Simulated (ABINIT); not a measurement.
# Converging GW for In2O3 (R-3c) in ABINIT

Aim: raise bands and screening cutoff together for In2O3 (R-3c) and follow gap and time.

Method: LDA and many-body steps on it, plane waves, in ABINIT 10.8.3.

Report form: the programs' logs are mostly left out.

### 1. Starting point

The structure is trigonal, space group R-3c (No. 167). Conventional cell: a = 5.487 Å, b = 5.487 Å, c = 14.510 Å, α = 90.00°, β = 90.00°, γ = 120.00°. Nearest to In lie 6 O at 2.12 to 2.26 Å. O has 4 In at 2.12 to 2.26 Å nearest. Farther neighbours and most contacts between anions are not listed.

The cell and positions come from the Crystallography Open Database and are kept as given unless a step says otherwise. This is not the form that In2O3 usually takes at ambient conditions.

### 2. Empty states on the mesh, 2×2×2 mesh, 701 bands

This step: ABINIT 10.8.3; DFT, LDA, plane waves, norm-conserving pseudopotentials.

The sums over transitions need many empty states on a uniform mesh; this step solves for them.

Contents of run.abi:

```
acell 3*1.0 Angstrom
rprim 
  2.743499999981 1.583960463511 4.836666666700
  -2.743499999981 1.583960463511 4.836666666700
  -0.000000000000 -3.167920927022 4.836666666700
ntypat 2
znucl 49 8
natom 10
typat 1 1 1 1 2 2 2 2 2 2
xred 
  0.357310000000 0.357310000000 0.357310000000
  0.142690000000 0.142690000000 0.142690000000
  0.642690000000 0.642690000000 0.642690000000
  0.857310000000 0.857310000000 0.857310000000
  0.548000000000 0.952000000000 0.250000000000
  0.250000000000 0.548000000000 0.952000000000
  0.952000000000 0.250000000000 0.548000000000
  0.452000000000 0.048000000000 0.750000000000
  0.750000000000 0.452000000000 0.048000000000
  0.048000000000 0.750000000000 0.452000000000
pp_dirpath "pseudos"
pseudos "In.upf, O.upf"
ecut 42
ngkpt 2 2 2
nshiftk 1
shiftk 0 0 0
kptopt 1
chksymbreak 0
iscf -2
irdden 1
istwfk *1
nband 701
nbdbuf 62
tolwfr 1e-09
nstep 60
prtvol 0
indata_prefix "in"
outdata_prefix "out"
tmpdata_prefix "tmp"
```

Started as:

```console
$ OMP_NUM_THREADS=1 mpirun -n 4 abinit run.abi > log
```

It took 21 min on 4 MPI ranks of Arm Neoverse N1, shared host; peak memory 1.3 GiB.

This step gave:

```yaml
gap: 1.234 eV
k_of_the_valence_top: 0.5, 0.5, 0
k_of_the_conduction_bottom: 0, 0, 0
least_direct_gap: 1.246 eV
k_points_computed: 4
lowest_point_of_the_top_converged_band_above_the_valence_top: 150.0011 eV
```

On this mesh the gap is 1.234 eV.

The density comes from a self-consistent run that is not shown.

### 3. Screening, 2×2×2 mesh, 174 bands, screening to 68.6 eV

The RPA dielectric matrix is built and inverted for each q.

This step: RPA screening on LDA, plane waves, norm-conserving pseudopotentials.

Changes to run.abi since step 2:

```diff
@@ -28,10 +28,11 @@
 chksymbreak 0
-iscf -2
-irdden 1
 istwfk *1
-nband 701
-nbdbuf 62
-tolwfr 1e-09
-nstep 60
-prtvol 0
+occopt 1
+irdwfk 1
+optdriver 3
+nband 174
+ecuteps 2.52
+inclvkb 2
+awtr 1
+symchi 1
 indata_prefix "in"
```

The job ended after 3.6 min (4 MPI ranks; peak memory 2.4 GiB; 14 min of CPU time).

Numbers from this step:

```yaml
eps_infinity_with_local_fields_on_this_mesh_along_the_program_s_q_direction: 8.682
the_same_without_local_fields: 8.794
plasma_frequency: 36.22 eV
plane_waves_in_the_screening_matrix: 169
```

Local fields lower ε∞ by 1 %. On a Γ-centred mesh this coarse the value itself is usually too large, while a short band sum pulls it down.

### 4. 174 bands, 68.6 eV

The self-energy is evaluated for the states that the input lists, and the levels follow from it, in one-shot runs by the linearised quasiparticle equation.

This step: G0W0 on LDA, plane waves, norm-conserving pseudopotentials.

Changes to run.abi since step 3:

```diff
@@ -31,8 +31,21 @@
 irdwfk 1
-optdriver 3
+optdriver 4
 nband 174
+gwcalctyp 0
+ecutsigx 42
+symsigma 1
+nkptgw 4
+kptgw 
+  0.5000000000 0.5000000000 0.0000000000
+  0.0000000000 0.0000000000 0.0000000000
+  0.5000000000 0.0000000000 0.0000000000
+  0.5000000000 0.5000000000 0.5000000000
+bdgw 
+  59 62
+  59 62
+  59 62
+  57 62
 ecuteps 2.52
-inclvkb 2
-awtr 1
-symchi 1
+irdscr 1
+ppmodel 1
 indata_prefix "in"
```

The job ended after 27 s (4 MPI ranks; peak memory 2 GiB; 1.8 min of CPU time).

Numbers from this step:

```yaml
g0w0_gap_on_the_mesh: 2.304 eV
starting_gap_on_the_mesh: 1.234 eV
k_of_the_valence_top: 0, 0, 0
k_of_the_conduction_bottom: 0, 0, 0
z_at_the_valence_top: 0.795
z_at_the_conduction_bottom: 0.844
least_direct_g0w0_gap_on_the_computed_points: 2.304 eV
```

The gap on the mesh goes from 1.23 eV to 2.30 eV, a correction of +1.07 eV.

### 5. Screening, 2×2×2 mesh, 234 bands, screening to 90.6 eV

This step: RPA screening on LDA, plane waves, norm-conserving pseudopotentials.

Changes to run.abi since step 4:

```diff
@@ -31,21 +31,8 @@
 irdwfk 1
-optdriver 4
-nband 174
-gwcalctyp 0
-ecutsigx 42
-symsigma 1
-nkptgw 4
-kptgw 
-  0.5000000000 0.5000000000 0.0000000000
-  0.0000000000 0.0000000000 0.0000000000
-  0.5000000000 0.0000000000 0.0000000000
-  0.5000000000 0.5000000000 0.5000000000
-bdgw 
-  59 62
-  59 62
-  59 62
-  57 62
-ecuteps 2.52
-irdscr 1
-ppmodel 1
+optdriver 3
+nband 234
+ecuteps 3.33
+inclvkb 2
+awtr 1
+symchi 1
 indata_prefix "in"
```

It took 6.6 min on 4 MPI ranks; peak memory 3.8 GiB.

This step gave:

- ε∞ with local fields, on this mesh, along the program's q direction: 8.527
- the same without local fields: 8.829
- plasma frequency: 36.22 eV
- plane waves in the screening matrix: 259

### 6. 234 bands, 90.6 eV

This step: G0W0 on LDA, plane waves, norm-conserving pseudopotentials.

Changes to run.abi since step 5:

```diff
@@ -31,8 +31,21 @@
 irdwfk 1
-optdriver 3
+optdriver 4
 nband 234
+gwcalctyp 0
+ecutsigx 42
+symsigma 1
+nkptgw 4
+kptgw 
+  0.5000000000 0.5000000000 0.0000000000
+  0.0000000000 0.0000000000 0.0000000000
+  0.5000000000 0.0000000000 0.0000000000
+  0.5000000000 0.5000000000 0.5000000000
+bdgw 
+  59 62
+  59 62
+  59 62
+  57 62
 ecuteps 3.33
-inclvkb 2
-awtr 1
-symchi 1
+irdscr 1
+ppmodel 1
 indata_prefix "in"
```

Elapsed: 53 s, on 4 MPI ranks; peak memory 2.3 GiB.

This step gave:

- G0W0 gap on the mesh: 2.294 eV
- starting gap on the mesh: 1.234 eV
- k of the valence top: 0, 0, 0
- k of the conduction bottom: 0, 0, 0
- Z at the valence top: 0.794
- Z at the conduction bottom: 0.842
- least direct G0W0 gap on the computed points: 2.294 eV

Against G0W0 in ABINIT (2×2×2 mesh, 174 bands, screening to 68.6 eV, Godby-Needs plasmon pole), the gap moves by −0.010 eV.

### 7. Screening, 2×2×2 mesh, 329 bands, screening to 120.8 eV

This step: RPA screening on LDA, plane waves, norm-conserving pseudopotentials.

Changes to run.abi since step 6:

```diff
@@ -31,21 +31,8 @@
 irdwfk 1
-optdriver 4
-nband 234
-gwcalctyp 0
-ecutsigx 42
-symsigma 1
-nkptgw 4
-kptgw 
-  0.5000000000 0.5000000000 0.0000000000
-  0.0000000000 0.0000000000 0.0000000000
-  0.5000000000 0.0000000000 0.0000000000
-  0.5000000000 0.5000000000 0.5000000000
-bdgw 
-  59 62
-  59 62
-  59 62
-  57 62
-ecuteps 3.33
-irdscr 1
-ppmodel 1
+optdriver 3
+nband 329
+ecuteps 4.44
+inclvkb 2
+awtr 1
+symchi 1
 indata_prefix "in"
```

Wall time 10 min (4 MPI ranks); peak memory 4.5 GiB; 42 min of CPU time.

Numbers from this step:

```yaml
eps_infinity_with_local_fields_on_this_mesh_along_the_program_s_q_direction: 8.516
the_same_without_local_fields: 8.849
plasma_frequency: 36.22 eV
plane_waves_in_the_screening_matrix: 369
```

### 8. 329 bands, 120.8 eV

This step: G0W0 on LDA, plane waves, norm-conserving pseudopotentials.

Changes to run.abi since step 7:

```diff
@@ -31,8 +31,21 @@
 irdwfk 1
-optdriver 3
+optdriver 4
 nband 329
+gwcalctyp 0
+ecutsigx 42
+symsigma 1
+nkptgw 4
+kptgw 
+  0.5000000000 0.5000000000 0.0000000000
+  0.0000000000 0.0000000000 0.0000000000
+  0.5000000000 0.0000000000 0.0000000000
+  0.5000000000 0.5000000000 0.5000000000
+bdgw 
+  59 62
+  59 62
+  59 62
+  57 62
 ecuteps 4.44
-inclvkb 2
-awtr 1
-symchi 1
+irdscr 1
+ppmodel 1
 indata_prefix "in"
```

It took 1.8 min on 4 MPI ranks; peak memory 3.1 GiB.

Numbers from this step:

```yaml
g0w0_gap_on_the_mesh: 2.334 eV
starting_gap_on_the_mesh: 1.234 eV
k_of_the_valence_top: 0, 0, 0
k_of_the_conduction_bottom: 0, 0, 0
least_direct_g0w0_gap_on_the_computed_points: 2.334 eV
```

Against G0W0 in ABINIT (2×2×2 mesh, 234 bands, screening to 90.6 eV, Godby-Needs plasmon pole), the gap moves by +0.040 eV.

### 9. Screening, 2×2×2 mesh, 459 bands, screening to 157 eV

This step: RPA screening on LDA, plane waves, norm-conserving pseudopotentials.

Changes to run.abi since step 8:

```diff
@@ -31,21 +31,8 @@
 irdwfk 1
-optdriver 4
-nband 329
-gwcalctyp 0
-ecutsigx 42
-symsigma 1
-nkptgw 4
-kptgw 
-  0.5000000000 0.5000000000 0.0000000000
-  0.0000000000 0.0000000000 0.0000000000
-  0.5000000000 0.0000000000 0.0000000000
-  0.5000000000 0.5000000000 0.5000000000
-bdgw 
-  59 62
-  59 62
-  59 62
-  57 62
-ecuteps 4.44
-irdscr 1
-ppmodel 1
+optdriver 3
+nband 459
+ecuteps 5.77
+inclvkb 2
+awtr 1
+symchi 1
 indata_prefix "in"
```

Wall time 17 min (4 MPI ranks); peak memory 5.5 GiB.

This step gave:

```
ε∞ with local fields, on this mesh, along the program's q direction : 8.474
the same without local fields                                       : 8.857
plasma frequency                                                    : 36.22 eV
plane waves in the screening matrix                                 : 549
```

### 10. 459 bands, 157 eV

This step: G0W0 on LDA, plane waves, norm-conserving pseudopotentials.

Changes to run.abi since step 9:

```diff
@@ -31,8 +31,21 @@
 irdwfk 1
-optdriver 3
+optdriver 4
 nband 459
+gwcalctyp 0
+ecutsigx 42
+symsigma 1
+nkptgw 4
+kptgw 
+  0.5000000000 0.5000000000 0.0000000000
+  0.0000000000 0.0000000000 0.0000000000
+  0.5000000000 0.0000000000 0.0000000000
+  0.5000000000 0.5000000000 0.5000000000
+bdgw 
+  59 62
+  59 62
+  59 62
+  57 62
 ecuteps 5.77
-inclvkb 2
-awtr 1
-symchi 1
+irdscr 1
+ppmodel 1
 indata_prefix "in"
```

Elapsed: 4.6 min, on 4 MPI ranks; peak memory 4.2 GiB.

Numbers from this step:

```yaml
g0w0_gap_on_the_mesh: 2.395 eV
starting_gap_on_the_mesh: 1.234 eV
k_of_the_valence_top: 0, 0, 0
k_of_the_conduction_bottom: 0, 0, 0
least_direct_g0w0_gap_on_the_computed_points: 2.395 eV
```

Against G0W0 in ABINIT (2×2×2 mesh, 329 bands, screening to 120.8 eV, Godby-Needs plasmon pole), the gap moves by +0.061 eV.

### 11. Screening, 2×2×2 mesh, 639 bands, screening to 201.4 eV

This step: RPA screening on LDA, plane waves, norm-conserving pseudopotentials.

Changes to run.abi since step 10:

```diff
@@ -31,21 +31,8 @@
 irdwfk 1
-optdriver 4
-nband 459
-gwcalctyp 0
-ecutsigx 42
-symsigma 1
-nkptgw 4
-kptgw 
-  0.5000000000 0.5000000000 0.0000000000
-  0.0000000000 0.0000000000 0.0000000000
-  0.5000000000 0.0000000000 0.0000000000
-  0.5000000000 0.5000000000 0.5000000000
-bdgw 
-  59 62
-  59 62
-  59 62
-  57 62
-ecuteps 5.77
-irdscr 1
-ppmodel 1
+optdriver 3
+nband 639
+ecuteps 7.4
+inclvkb 2
+awtr 1
+symchi 1
 indata_prefix "in"
```

Elapsed: 28 min, on 4 MPI ranks; peak memory 6.9 GiB.

This step gave:

| Quantity | Value |
| --- | --- |
| ε∞ with local fields, on this mesh, along the program's q direction | 8.421 |
| the same without local fields | 8.861 |
| plasma frequency | 36.22 eV |
| plane waves in the screening matrix | 821 |

### 12. 639 bands, 201.4 eV

This step: G0W0 on LDA, plane waves, norm-conserving pseudopotentials.

Changes to run.abi since step 11:

```diff
@@ -31,8 +31,21 @@
 irdwfk 1
-optdriver 3
+optdriver 4
 nband 639
+gwcalctyp 0
+ecutsigx 42
+symsigma 1
+nkptgw 4
+kptgw 
+  0.5000000000 0.5000000000 0.0000000000
+  0.0000000000 0.0000000000 0.0000000000
+  0.5000000000 0.0000000000 0.0000000000
+  0.5000000000 0.5000000000 0.5000000000
+bdgw 
+  59 62
+  59 62
+  59 62
+  57 62
 ecuteps 7.4
-inclvkb 2
-awtr 1
-symchi 1
+irdscr 1
+ppmodel 1
 indata_prefix "in"
```

It took 13 min on 4 MPI ranks; peak memory 5.9 GiB.

Numbers from this step:

| Item | Value |
| --- | --- |
| G0W0 gap on the mesh | 2.451 eV |
| starting gap on the mesh | 1.234 eV |
| k of the valence top | 0, 0, 0 |
| k of the conduction bottom | 0, 0, 0 |
| least direct G0W0 gap on the computed points | 2.451 eV |

Against G0W0 in ABINIT (2×2×2 mesh, 459 bands, screening to 157 eV, Godby-Needs plasmon pole), the gap moves by +0.056 eV.

### 13. The runs together

Times are wall times on 4 MPI ranks of Arm Neoverse N1, shared host, good to a factor of about two. A run's time includes the screening step that it read.

```csv
run,mesh,bands,screening cutoff (eV),DFT gap (eV),gap on the mesh (eV),direct (eV),ε∞ used,time
"174 bands, 68.6 eV",2×2×2,174,68.6,1.234,2.304,2.304,8.68,4 min
"234 bands, 90.6 eV",2×2×2,234,90.6,1.234,2.294,2.294,8.53,7.5 min
"329 bands, 120.8 eV",2×2×2,329,120.8,1.234,2.334,2.334,8.52,12 min
"459 bands, 157 eV",2×2×2,459,157,1.234,2.395,2.395,8.47,21 min
"639 bands, 201.4 eV",2×2×2,639,201.4,1.234,2.451,2.451,8.42,41 min
```

### 14. What came out

```
174 bands, 68.6 eV  : 2.304 eV
234 bands, 90.6 eV  : 2.294 eV
329 bands, 120.8 eV : 2.334 eV
459 bands, 157 eV   : 2.395 eV
639 bands, 201.4 eV : 2.451 eV
known limits        : not at the basis limit; no spin-orbit coupling; coarse k mesh
```

From the first rung to the last the gap moves by +0.15 eV for 10 times the time. The 2×2×2 mesh is coarse for this cell, which bears on the long-range parts of exchange and screening. The many-body steps are scalar-relativistic: spin-orbit coupling is not in them.

[Paths, hosts, dates, memory and timing lines, banners, echoed tables and standing remarks are left out of the program output.]

[Logs are printed without paths, hosts, clocks, repeated set-up lines and the standing remarks that a program may print on its own settings, such as how far it seeks lower states.]

[Runs of the session that timed out or met a known fault of the program may be left out.]

[Hosts, paths, dates, database ids (printed as entryN), source tags and the programs' standing remarks are cut or masked in the printed files.]

[G0W0 gaps are taken among the corrected bands and points alone; a level outside them can change the order at an edge.]

[Where Ansatz stands beside ABINIT at settings called matched, ABINIT's density can come from a denser mesh and the files from another edition; pairs whose starting gaps differed by over 0.03 eV were left out, so agreement reads better than it is.]
